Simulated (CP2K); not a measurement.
Consider 2-ethynylpyridine at its PBE geometry (Å).

```xyz
13

C     3.2726   -0.6993   -0.4122
C     2.0793   -0.5140   -0.2857
C     0.6782   -0.2696   -0.1181
C     0.2174    1.0374    0.1352
C    -1.1497    1.2454    0.3026
C    -2.0110    0.1500    0.2195
C    -1.4598   -1.1102   -0.0363
N    -0.1502   -1.3400   -0.2081
H     4.3203   -0.8796   -0.5286
H     0.9299    1.8584    0.1966
H    -1.5347    2.2465    0.4960
H    -3.0868    0.2642    0.3481
H    -2.1055   -1.9893   -0.1089
```

Method: CP2K XAS_TDP, all-electron GAPW, PBEh(45%), aug-cc-pVDZ, TDA, no relativity.

Predict the bright core excitations at the N K edge.

Leading lines: N8 394.67 eV. The leading line of an atom is its first one with 35 % of the strongest within 2.5 eV of its lowest line over the strength cut. 

The first six lines of each atom with a strength over 0.0015:

| atom | energy (eV) | states | strength, one atom |
| --- | --- | --- | --- |
| N8 (bonded to 2 C) | 394.67 | 1 | 0.0509 |
|  | 399.82 | 1 | 0.0041 |
|  | 401.70 | 1 | 0.0032 |
|  | 402.13 | 1 | 0.0038 |
|  | 402.28 | 1 | 0.0031 |
|  | 402.40 | 1 | 0.0042 |

Lines are vertical, at one geometry, with no vibrational structure. Without a correction of the core level, line positions, and the gaps between valence and Rydberg lines, follow the share of exact exchange. At this level such K lines come out 3 to 6 eV under measured ones. These values hold no scalar relativity, about 0.2 eV for N 1s. Rydberg lines, and the discretised continuum above threshold, depend on the basis and the box.

[Banner, clock and machine lines of the logs are left out without a mark of their own.]

[Logs are printed without paths, hosts, clocks, repeated set-up lines and the standing remarks that a program may print on its own settings, such as how far it seeks lower states.]

[Hosts, paths, dates, database ids (printed as entryN), source tags and the programs' standing remarks are cut or masked in the printed files.]
